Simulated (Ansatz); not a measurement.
# AlH3 (Fd-3m): G0W0 under other settings

Aim: change settings of a G0W0 run on AlH3 (Fd-3m) and see what moves.

Calculated with Ansatz 0.2.0; G0W0 on LDA, plane waves, PAW.

Report form: the programs' logs are mostly left out.

### 1. The structure

The structure is cubic, space group Fd-3m (No. 227). Conventional cell: a = 8.979 Å, b = 8.979 Å, c = 8.979 Å, α = 90.00°, β = 90.00°, γ = 90.00°. Al has 6 H at 1.71 Å nearest. Nearest to H lie 2 Al at 1.71 Å. Farther neighbours are not listed.

Coordinates:

```cif
data_structure
_symmetry_space_group_name_H-M 'P 1'
_symmetry_Int_Tables_number 1
_cell_length_a 6.3489
_cell_length_b 6.3489
_cell_length_c 6.3489
_cell_angle_alpha 60.000
_cell_angle_beta 60.000
_cell_angle_gamma 60.000
_cell_volume 180.96
loop_
_atom_site_label
_atom_site_type_symbol
_atom_site_fract_x
_atom_site_fract_y
_atom_site_fract_z
_atom_site_occupancy
Al1 Al 0.62500 0.12500 0.12500 1
Al2 Al 0.12500 0.62500 0.12500 1
Al3 Al 0.12500 0.12500 0.62500 1
Al4 Al 0.12500 0.12500 0.12500 1
H5 H 0.80509 0.80509 0.19491 1
H6 H 0.19491 0.19491 0.80509 1
H7 H 0.80509 0.19491 0.80509 1
H8 H 0.19491 0.80509 0.19491 1
H9 H 0.19491 0.80509 0.80509 1
H10 H 0.80509 0.19491 0.19491 1
H11 H 0.44491 0.44491 0.05509 1
H12 H 0.05509 0.05509 0.44491 1
H13 H 0.44491 0.05509 0.44491 1
H14 H 0.05509 0.44491 0.05509 1
H15 H 0.05509 0.44491 0.44491 1
H16 H 0.44491 0.05509 0.05509 1
```

The cell and positions are those that the Materials Project relaxed with its own functionals (PBE, PBE+U or r2SCAN), kept fixed. The default PAW set here is soft_2. Its files were made with PBE.

### 2. The base run: 2×2×2 mesh, 386 empty bands, screening to 96 eV

Now the one-shot GW correction: screening in the RPA, then the self-energy of the levels asked for.

The input, input.yaml:

```yaml
crystal:
  lattice:
    - [0.0, 4.48935055, 4.48935055]
    - [4.48935055, 0.0, 4.48935055]
    - [4.48935055, 4.48935055, 0.0]
  atoms:
    - { symbol: Al, position: [0.625, 0.125, 0.125] }
    - { symbol: Al, position: [0.125, 0.625, 0.125] }
    - { symbol: Al, position: [0.125, 0.125, 0.625] }
    - { symbol: Al, position: [0.125, 0.125, 0.125] }
    - { symbol: H, position: [0.80509041, 0.80509041, 0.19490959] }
    - { symbol: H, position: [0.19490959, 0.19490959, 0.80509041] }
    - { symbol: H, position: [0.80509041, 0.19490959, 0.80509041] }
    - { symbol: H, position: [0.19490959, 0.80509041, 0.19490959] }
    - { symbol: H, position: [0.19490959, 0.80509041, 0.80509041] }
    - { symbol: H, position: [0.80509041, 0.19490959, 0.19490959] }
    - { symbol: H, position: [0.44490959, 0.44490959, 0.05509041] }
    - { symbol: H, position: [0.05509041, 0.05509041, 0.44490959] }
    - { symbol: H, position: [0.44490959, 0.05509041, 0.44490959] }
    - { symbol: H, position: [0.05509041, 0.44490959, 0.05509041] }
    - { symbol: H, position: [0.05509041, 0.44490959, 0.44490959] }
    - { symbol: H, position: [0.44490959, 0.05509041, 0.05509041] }
kpoints:
  mp_grid: { grid: [2, 2, 2] }
hamiltonian:
  xc: lda
scf:
  occupations: { method: fixed }
gw:
  n_empty_bands: 386
  ecut_chi: 96
  qp_bands: [v4, c4]
  qp_kpoints: band_edges
  screening: { model: contour_deformation }
```

Command:

```console
ansatz run input.yaml --threads 3 --pin off --max-ram 92160MiB --backend cuda --events-out ev --progress --plain --runs-dir out --devices 1 --max-vram 13GiB
```

It took 8.4 s on 1 × NVIDIA H100 80GB HBM3 (shared by 6 runs) with 3 threads of AMD EPYC 7R13 (Zen 3), shared host; peak memory 1.2 GiB; 7.1 s of CPU time.

Numbers from this step:

| Property | Result |
| --- | --- |
| bands summed | 398 |
| RPA ε∞ on this mesh (eigenvalues) | 3.659, 3.659, 3.659 |
| plane waves in the screening matrix | 387 |
| q-points in the mesh | 8 |
| G0W0 gap on the mesh | 5.008 eV |
| k of the valence top | 0, 0, 0 |
| k of the conduction bottom | 0, 0, 0 |
| starting gap on the mesh | 2.844 eV |
| Z at the valence top | 0.7689 |
| Z at the conduction bottom | 0.8147 |
| least direct G0W0 gap on the computed points | 5.008 eV |

The gap on the mesh goes from 2.84 eV to 5.01 eV, a correction of +2.16 eV, though a band edge has moved to another state.

### 3. Variant: guard bands

Changes to input.yaml since step 2:

```diff
@@ -29,4 +29,4 @@
 gw:
-  n_empty_bands: 386
-  ecut_chi: 96
+  n_empty_bands: 294
+  ecut_chi: 80
   qp_bands: [v4, c4]
@@ -34 +34,2 @@
   screening: { model: contour_deformation }
+  n_guard_bands: 2
```

It took 9.3 s on 1 × NVIDIA H100 80GB HBM3 (shared by 6 runs) with 3 threads; peak memory 1.1 GiB.

The G0W0 gap on the mesh is 4.933 eV.

Against the base:

```tsv
setting	base	variant
empty bands	386	294
screening cutoff (eV)	96	80
n guard bands	-	2
```

```tsv
quantity	variant	base
starting gap on the mesh	2.844	2.844
G0W0 gap on the mesh	4.933	5.008
least direct G0W0 gap on the computed points	4.933	5.008
Z at the valence top	0.770	0.769
Z at the conduction bottom	0.815	0.815
```

### 4. Variant: accuracy level

Changes to input.yaml since step 3:

```diff
@@ -29,4 +29,4 @@
 gw:
-  n_empty_bands: 294
-  ecut_chi: 80
+  n_empty_bands: 410
+  ecut_chi: 100
   qp_bands: [v4, c4]
@@ -34,2 +34,2 @@
   screening: { model: contour_deformation }
-  n_guard_bands: 2
+accuracy: high
```

Elapsed: 9.6 s, on 1 × NVIDIA H100 80GB HBM3 (shared by 6 runs) with 3 threads; peak memory 1.2 GiB.

The G0W0 gap on the mesh is 5.022 eV.

Against the base:

```tsv
setting	base	variant
empty bands	386	410
screening cutoff (eV)	96	100
accuracy	-	high
```

```tsv
quantity	variant	base
starting gap on the mesh	2.844	2.844
G0W0 gap on the mesh	5.022	5.008
least direct G0W0 gap on the computed points	5.022	5.008
Z at the valence top	0.769	0.769
Z at the conduction bottom	0.815	0.815
```

### 5. Summary of results

```
base           : 5.01 eV, 8.4 s
guard bands    : 4.93 eV, 9.3 s
accuracy level : 5.02 eV, 9.6 s
```

Guard bands: the gap moves by −0.07 eV. The variant differs from the base in empty bands, screening cutoff and n guard bands together, so the change can't be laid to one of them. Accuracy level: the gap moves by +0.01 eV. The variant differs from the base in empty bands, screening cutoff and accuracy together, so the change can't be laid to one of them. All runs here use a coarse mesh and modest cutoffs; they test settings and are not final values. The 2×2×2 mesh is coarse for this cell (its supercell is 13 Å along the shortest edge). The RPA ε∞ on it, from the LDA start, is 3.66; such meshes misread the long-range screening, most where the gap is narrow.

[Paths, hosts, dates, memory and timing lines, banners, echoed tables and standing remarks are left out of the program output.]

[Logs are printed without paths, hosts, clocks, repeated set-up lines and the standing remarks that a program may print on its own settings, such as how far it seeks lower states.]

[Runs of the session that timed out or met a known fault of the program may be left out.]

[Cells called generated may have been cut or substituted from an entry of the Crystallography Open Database or the Materials Project.]

[Hosts, paths, dates, database ids (printed as entryN), source tags and the programs' standing remarks are cut or masked in the printed files.]
